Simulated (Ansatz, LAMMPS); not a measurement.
**Molecular dynamics of a frame of liquid (Cs,Li)Cl from 1400 K, run at 900 K (68 atoms)**

Aim: follow a frame of liquid (Cs,Li)Cl from 1400 K, run at 900 K (68 atoms) for a short time with forces from DFT, then look at structure and electrons in the last frame.

Calculated with Ansatz 0.2.0; Kohn-Sham DFT, revPBE, PAW (set soft_2), plane waves.

## 1. The structure

The cell holds 68 atoms: 22 Cs, 12 Li and 34 Cl. Cell: a = 14.507 Å, b = 14.507 Å, c = 14.507 Å, α = 90.0°, β = 90.0°, γ = 90.0°. 68 atoms (22 Cs, 12 Li, 34 Cl) placed at random at 2.29 g/cm³, melted at 1800 K for 10 ps at fixed volume with the Lennard-Jones and Coulomb ion parameters for SPC/E (Joung and Cheatham, J. Phys. Chem. B 112, 9020 (2008)), full charges. Snapshot at the end of a hold of 20 ps at 1400 K and fixed volume.

What the set-up can't give: The starting topology of bonds comes from the classical model. The cell was made at 1400 K but the dynamics is set to 900 K: the trajectory isn't one at 1400 K. The ion parameters were fitted for water, not for melts, so the starting structure of this cell may lie well off the real melt's. Only the Γ point is sampled, in a cell whose shortest periodic width is 15 Å. Spin–orbit coupling is left out, which matters for the levels of the heavy elements.

## 2. Dynamics started at 900 K

Without a thermostat the total energy must stay constant, which tests forces and time step. The time step is 1.0 fs.

Contents of input.yaml:

```yaml
crystal:
  lattice:
    - [14.5073, 0.0, 0.0]
    - [0.0, 14.5073, 0.0]
    - [0.0, 0.0, 14.5073]
  atoms:
    - { symbol: Cs, position: [0.32391, 0.23785, 0.77017] }
    - { symbol: Cs, position: [0.64292, 0.29373, 0.65917] }
    - { symbol: Cs, position: [0.16835, 0.64287, 0.94598] }
    - { symbol: Cs, position: [0.43223, 0.98061, 0.42106] }
    [... 58 atom lines left out ...]
    - { symbol: Cl, position: [0.11717, 0.1189, 0.23436] }
    - { symbol: Cl, position: [0.46066, 0.93138, 0.2194] }
    - { symbol: Cl, position: [0.07405, 0.62662, 0.74041] }
    - { symbol: Cl, position: [0.45639, 0.3518, 0.63084] }
    - { symbol: Cl, position: [0.35449, 0.86721, 0.6184] }
    - { symbol: Cl, position: [0.16111, 0.75856, 0.15198] }
kpoints:
  mp_grid: { grid: [1, 1, 1] }
hamiltonian:
  xc: revpbe
scf:
  occupations: { method: fermi_dirac, width: 0.025 }
output:
  forces: true
md:
  timestep: 1.0
  n_steps: 103
  ensemble: nve
  temperature: 900
  initial_velocities: maxwell_boltzmann
  seed: 5039
```

On the command line:

```console
> ansatz run input.yaml --threads 4 --pin off --max-ram 8192MiB --backend cpu --events-out ev --progress --plain --runs-dir out
```

Elapsed: 6.9 min, on 4 threads of AMD EPYC 9R45, shared host; peak memory 3.3 GiB; 26 min of CPU time.

The program notes that it switched symmetry off.

Rows from the run:

```csv
time (fs),T (K),potential (meV/atom),conserved (meV/atom)
0.0,900,0.0,0.00
7.0,913,-1.6,0.00
14.0,972,-9.2,0.00
21.0,1068,-21.4,-0.01
27.0,1148,-31.6,-0.01
34.0,1215,-40.1,-0.01
41.0,1261,-46.0,-0.01
48.0,1301,-51.0,-0.01
55.0,1306,-51.7,-0.02
62.0,1260,-45.8,0.00
69.0,1233,-42.4,0.00
76.0,1251,-44.7,-0.01
82.0,1249,-44.5,-0.02
89.0,1215,-40.1,-0.01
96.0,1193,-37.3,-0.01
103.0,1163,-33.6,-0.02
```

Mean square displacement from the first frame to the last: Cs 0.20 Å², Li 1.0 Å², Cl 0.69 Å².

Table of mean square displacement by time lag:

```csv
time lag (fs),Cl (Å²),Cs (Å²),Li (Å²)
1.0,8.8e-5,2.2e-5,3.5e-4
3.0,7.9e-4,2.0e-4,0.00313
5.0,0.00221,5.6e-4,0.00866
7.0,0.00435,0.00110,0.0169
9.0,0.00722,0.00182,0.0276
11.0,0.0108,0.00272,0.0408
13.0,0.0151,0.00380,0.0563
15.0,0.0202,0.00506,0.0739
18.0,0.0291,0.00729,0.104
20.0,0.0359,0.00899,0.126
22.0,0.0434,0.0109,0.150
24.0,0.0516,0.0129,0.174
26.0,0.0605,0.0151,0.200
28.0,0.0701,0.0175,0.227
30.0,0.0803,0.0201,0.254
32.0,0.0912,0.0228,0.282
35.0,0.109,0.0272,0.323
37.0,0.121,0.0303,0.351
39.0,0.134,0.0336,0.379
41.0,0.148,0.0370,0.406
43.0,0.162,0.0406,0.434
45.0,0.176,0.0443,0.461
47.0,0.192,0.0482,0.487
49.0,0.207,0.0522,0.513
52.0,0.231,0.0585,0.552
```

Over the second half of 103 fs the temperature averages 1238 K, falling from about 1285 to 1188 K (means over the first and last quarter of that half). The conserved energy stays within 0.02 meV/atom. From first frame to last Li has the largest mean square displacement, 1.0 Å² at the end; the farthest move is 1.99 Å. The mean temperature of 1238 K lies well off the 900 K of the input: without a thermostat, the energy that the start releases heats the cell. The count of bonds goes from 145 in the first frame to 152 in the last, by one set of cutoffs: 9 pairs passed out of them and 16 came within. The run spans 0.10 ps, too short for its means to be equilibrium values.

## 3. Local order late in the run

The g(r) is a mean over the second half; what follows it is taken at the last frame.

Density 2.29 g/cm³, 44.90 Å³ an atom.

Mean of 14 frames. g(r), total and by pair (bins of 0.2 Å):

```csv
r (Å),total,Cl-Cl,Cl-Cs,Cl-Li,Cs-Cs,Cs-Li,Li-Li
1.80,0.01,0.00,0.00,0.06,0.00,0.00,0.00
2.00,0.33,0.00,0.00,1.85,0.00,0.00,0.00
2.20,1.53,0.00,0.00,8.68,0.00,0.00,0.00
2.40,1.07,0.00,0.00,6.04,0.00,0.00,0.00
2.60,0.44,0.00,0.00,2.35,0.00,0.05,0.51
2.80,0.40,0.00,0.38,1.23,0.00,0.30,0.77
3.00,0.72,0.13,1.46,0.86,0.00,0.07,1.61
3.20,1.21,0.38,2.76,0.43,0.00,0.55,2.42
3.40,1.63,0.57,3.82,0.44,0.00,0.73,3.01
3.60,1.48,1.33,2.69,0.22,0.00,1.69,1.31
3.80,1.20,1.58,1.74,0.09,0.35,1.58,0.49
4.00,1.11,1.61,1.00,0.72,0.53,1.54,0.90
4.20,0.87,1.30,0.62,0.44,0.99,1.22,0.61
4.40,0.84,1.08,0.43,0.58,1.31,1.36,1.31
4.60,0.85,1.04,0.55,0.45,1.11,1.73,0.63
4.80,0.94,1.04,0.60,0.51,1.72,1.76,0.52
5.00,0.86,1.12,0.51,0.70,0.98,1.32,1.06
5.20,0.97,0.97,0.67,0.94,1.56,1.29,0.94
5.40,0.97,1.18,0.83,0.99,0.94,1.05,0.50
5.60,1.05,1.20,0.73,1.36,1.41,1.08,0.08
5.80,1.05,1.21,0.89,1.14,1.32,1.00,0.18
6.00,1.08,0.83,1.13,1.21,1.77,0.79,0.61
6.20,1.05,0.83,1.09,0.92,2.06,0.88,0.38
6.40,1.01,0.95,1.14,0.89,1.03,1.03,0.56
6.60,1.08,1.04,1.26,1.07,0.73,1.11,0.91
6.80,0.97,0.85,1.16,1.17,0.61,0.63,1.15
7.00,0.89,0.82,0.92,1.15,0.60,0.77,1.11
7.20,0.97,0.89,1.01,1.25,0.62,0.89,1.14
```

Bonds by pair of elements; cutoffs follow the first minimum of g(r), held within bounds set by covalent radii, and pairs that aren't listed don't count as bonded:

```csv
pair A-B,cutoff (Å),bonds,mean length (Å),spread (Å),shortest (Å),B about A,A about B
Cl-Cs,4.48,115,3.60,0.39,2.78,3.38,5.23
Cl-Li,2.93,37,2.33,0.195,1.99,1.09,3.08
```

How many atoms have how many bonded neighbours:

```csv
element,mean,2,3,4,5,6
Cl,4.47,0,0,20,12,2
Cs,5.23,0,0,5,7,10
Li,3.08,2,7,3,0,0
```

Bond angles, per cent of each kind in bins of 5°:

```csv
angle (°),Cl-Cs-Cl,Cs-Cl-Cs,Cs-Cl-Li,Cl-Li-Cl,Li-Cl-Li
45–50,0.8,0.0,0.0,0.0,0.0
50–55,0.4,0.0,1.8,0.0,0.0
55–60,2.8,0.7,1.8,0.0,0.0
60–65,4.4,2.0,5.5,0.0,0.0
65–70,5.2,4.0,1.8,0.0,9.1
70–75,8.4,8.7,9.1,0.0,9.1
75–80,5.6,6.0,6.4,2.4,9.1
80–85,5.2,4.7,10.0,4.9,9.1
85–90,4.8,10.7,1.8,0.0,0.0
90–95,11.2,6.0,5.5,12.2,18.2
95–100,6.8,8.7,7.3,7.3,18.2
100–105,5.2,4.0,4.5,4.9,0.0
105–110,2.8,4.7,5.5,9.8,0.0
110–115,3.6,4.7,7.3,12.2,0.0
115–120,2.4,6.7,2.7,14.6,9.1
120–125,5.2,3.4,7.3,14.6,0.0
125–130,4.8,6.0,2.7,4.9,0.0
130–135,3.6,4.7,0.9,2.4,0.0
135–140,2.4,3.4,2.7,4.9,0.0
140–145,2.8,1.3,1.8,4.9,0.0
145–150,2.0,1.3,2.7,0.0,0.0
150–155,2.0,4.0,2.7,0.0,9.1
155–160,2.4,1.3,1.8,0.0,9.1
160–165,2.8,1.3,2.7,0.0,0.0
165–170,0.8,0.7,1.8,0.0,0.0
170–175,1.2,0.7,1.8,0.0,0.0
175–180,0.4,0.0,0.0,0.0,0.0
```

Bond angles (no mean is given where the spread exceeds 20°):

```csv
angle,count,mean (°),spread (°)
Cl-Cs-Cl,250,-,-
Cs-Cl-Cs,149,-,-
Cs-Cl-Li,110,-,-
Cl-Li-Cl,41,112,16.4
Li-Cl-Li,11,-,-
```

Bond length by coordination (bonds to H left out):

```csv
element,coordination,atoms,mean bond length (Å)
Cl,4,20,3.19
Cl,5,12,3.47
Cl,6,2,3.09
Cs,4,5,3.50
Cs,5,7,3.57
Cs,6,10,3.65
Li,2,2,2.35
Li,3,7,2.29
Li,4,3,2.40
```

For some of the pairs, g(r) has its first main peak near 4.0 Å (Cl-Cl), 3.4 Å (Cl-Cs) and 2.3 Å (Cl-Li). Counting bonds as in the table, 59 % of Cl atoms have 4, 45 % of Cs atoms have 6 and 58 % of Li atoms have 3 bonded neighbours.

## 4. Single point at the last frame

The last frame is solved once more, with the analyses that the dynamics left out.

Contents of input.yaml:

```yaml
crystal:
  lattice:
    - [14.5073, 0.0, 0.0]
    - [0.0, 14.5073, 0.0]
    - [0.0, 0.0, 14.5073]
  atoms:
    - { symbol: Cs, position: [0.32161, 0.23872, 0.76013] }
    - { symbol: Cs, position: [0.66805, 0.29453, 0.67549] }
    - { symbol: Cs, position: [0.15965, 0.67093, 0.96928] }
    - { symbol: Cs, position: [0.42858, 0.01013, 0.45147] }
    [... 58 atom lines left out ...]
    - { symbol: Cl, position: [0.0833, 0.16143, 0.16364] }
    - { symbol: Cl, position: [0.49653, 0.91096, 0.2691] }
    - { symbol: Cl, position: [0.05782, 0.60577, 0.72288] }
    - { symbol: Cl, position: [0.4077, 0.35387, 0.59059] }
    - { symbol: Cl, position: [0.28274, 0.88319, 0.57225] }
    - { symbol: Cl, position: [0.17671, 0.75581, 0.21094] }
kpoints:
  mp_grid: { grid: [1, 1, 1] }
hamiltonian:
  xc: revpbe
scf:
  occupations: { method: fermi_dirac, width: 0.025 }
output:
  forces: true
  stress: true
  populations: true
  dos:
    method: { smearing: { sigma: 0.15 } }
    de: 0.1
    projected: { site_lists: { Cl: [Cl], Cs: [Cs], Li: [Li] } }
  eigenvalues: true
  write_density: true
  write_potential: true
  volumetric_format: npy
```

Wall time 13 s (4 threads); peak memory 3.1 GiB; 50 s of CPU time.

The program notes that the exchange-correlation potential is rough where the density is thin.

Read from the output:

| Quantity | Value |
| --- | --- |
| free energy | -164282.5377 eV |
| free energy per atom | -2415.9197 eV/atom |
| SCF cycles | 8 |
| pressure | 1.507 GPa |
| r.m.s. force component | 0.5452 eV/Å |
| longest force | 2.233 eV/Å |
| Fermi energy | 2.413 eV |
| gap (highest filled to lowest empty level) | 2.464 eV |
| spilling of the projection | 0.005339 |

Neighbours are counted within 4.48 Å (Cl-Cs), 2.93 Å (Cl-Li), the cutoffs taken from the dynamics.

Length of the force by element and coordination:

```csv
element,coordination,atoms,mean length of the force (eV/Å),spread,least,most
Cl,all,34,0.821,0.55,0.112,2.23
Cl,4,20,0.832,0.526,0.112,2.02
Cl,5,12,0.819,0.623,0.127,2.23
Cl,6,2,0.726,0.177,0.548,0.903
Cs,all,22,0.747,0.475,0.205,1.89
Cs,4,5,0.826,0.570,0.337,1.89
Cs,5,7,0.555,0.276,0.231,1.14
Cs,6,10,0.841,0.492,0.205,1.75
Li,all,12,0.840,0.381,0.284,1.56
Li,2,2,0.383,0.0983,0.284,0.481
Li,3,7,1.06,0.335,0.490,1.56
Li,4,3,0.642,0.164,0.412,0.779
```

Löwdin charges by element and coordination (they lack the spilled electrons, 0.037 e an atom on average):

```csv
element,coordination,atoms,mean charge (e),spread,least,most
Cl,all,34,-0.732,0.0237,-0.782,-0.688
Cl,4,20,-0.733,0.0236,-0.776,-0.691
Cl,5,12,-0.736,0.0203,-0.782,-0.704
Cl,6,2,-0.695,0.0073,-0.702,-0.688
Cs,all,22,0.857,0.0131,0.839,0.888
Cs,4,5,0.864,0.012,0.853,0.883
Cs,5,7,0.856,0.0069,0.842,0.864
Cs,6,10,0.855,0.0155,0.839,0.888
Li,all,12,0.713,0.0213,0.688,0.763
Li,2,2,0.753,0.0104,0.742,0.763
Li,3,7,0.709,0.0107,0.698,0.729
Li,4,3,0.694,0.0061,0.688,0.703
```

States in the cell by windows of 1 eV, zero at the Fermi level; the larger projections on atomic orbitals stand beside the total:

```csv
from (eV),to (eV),total,Cl p,Cs p,Cs s,Cl s
-18,-17,0.0,0.0,0.0,0.0,0.0
-17,-16,2.9,0.0,0.0,0.1,2.6
-16,-15,26.8,0.0,0.2,0.5,25.1
-15,-14,32.6,0.0,0.3,0.8,30.8
-14,-13,5.7,0.0,0.0,0.1,5.5
-13,-11,0.0,0.0,0.0,0.0,0.0
-11,-10,6.7,0.0,6.6,0.0,0.0
-10,-9,62.2,1.3,60.3,0.2,0.3
-9,-8,63.1,1.3,61.1,0.1,0.4
-8,-6,0.0,0.0,0.0,0.0,0.0
-6,-5,1.7,1.6,0.0,0.0,0.0
-5,-4,32.7,30.6,0.5,0.3,0.1
-4,-3,78.0,74.4,1.0,1.0,0.1
-3,-2,84.3,81.1,1.2,0.9,0.1
-2,-1,7.2,7.0,0.1,0.1,0.0
-1,1,0.0,0.0,0.0,0.0,0.0
1,2,3.1,0.1,0.0,1.9,0.1
2,3,20.4,0.7,0.1,8.5,0.6
3,4,54.1,1.2,0.2,12.1,0.7
```

Between -26 and -18 eV lie 44 more states.

The stored curve holds about 448 of the 472 electrons; the rest, give or take the few that broadening carries across the Fermi level, lie in deeper levels below its range.

The levels nearest the highest filled one (over half full), pooled over k-points and spins:

```csv
level less the highest filled one (eV),occupation
-0.945,2
-0.891,2
-0.793,2
-0.648,2
-0.522,2
0,2
2.46,0
3.21,0
3.39,0
3.46,0
3.64,0
3.88,0
```

Mean Löwdin charges: Cl -0.73, Cs +0.86, Li +0.71 e (they miss 0.53 % of the electrons, so they add up to more than the cell's charge). The largest share in the top eV of filled states is Cl p (98 % of the projected weight), and in the lowest eV of empty states Cs s (72 % of the projected weight).

## 5. Results

```
mean temperature, second half                                : 1238 K
temperature swing, second half                               : 37.44 K
slope of the conserved energy against time, by least squares : -0.1184 meV/atom/ps
free energy per atom                                         : -2415.9197 eV/atom
pressure                                                     : 1.507 GPa
r.m.s. force component                                       : 0.5452 eV/Å
gap (highest filled to lowest empty level)             : 2.464 eV
wall time of the 2 DFT runs                                  : 7.1 min
```

In words: Over the second half of 103 fs the temperature averages 1238 K, falling from about 1285 to 1188 K (means over the first and last quarter of that half). The conserved energy stays within 0.02 meV/atom. The mean temperature of 1238 K lies well off the 900 K of the input: without a thermostat, the energy that the start releases heats the cell. The count of bonds goes from 145 in the first frame to 152 in the last, by one set of cutoffs: 9 pairs passed out of them and 16 came within. The run spans 0.10 ps, too short for its means to be equilibrium values. Counting bonds as in the table, 59 % of Cl atoms have 4, 45 % of Cs atoms have 6 and 58 % of Li atoms have 3 bonded neighbours. The highest filled and lowest empty levels differ by 2.46 eV (at Γ alone); a semilocal functional tends to put such gaps too low. In a disordered cell it changes from sample to sample and from frame to frame.

**Limits.** The network of bonds at the start is that of the classical potential that made the cell; in DFT 9 of its 145 bonded pairs passed out of the cutoffs and 16 came within them. The pressure of 1.5 GPa is that of one thermal frame at a volume set beforehand, without the kinetic term.

[Logs are printed without paths, hosts, clocks, repeated set-up lines and the standing remarks that a program may print on its own settings, such as how far it seeks lower states.]

[Hosts, paths, dates, database ids (printed as entryN), source tags and the programs' standing remarks are cut or masked in the printed files.]
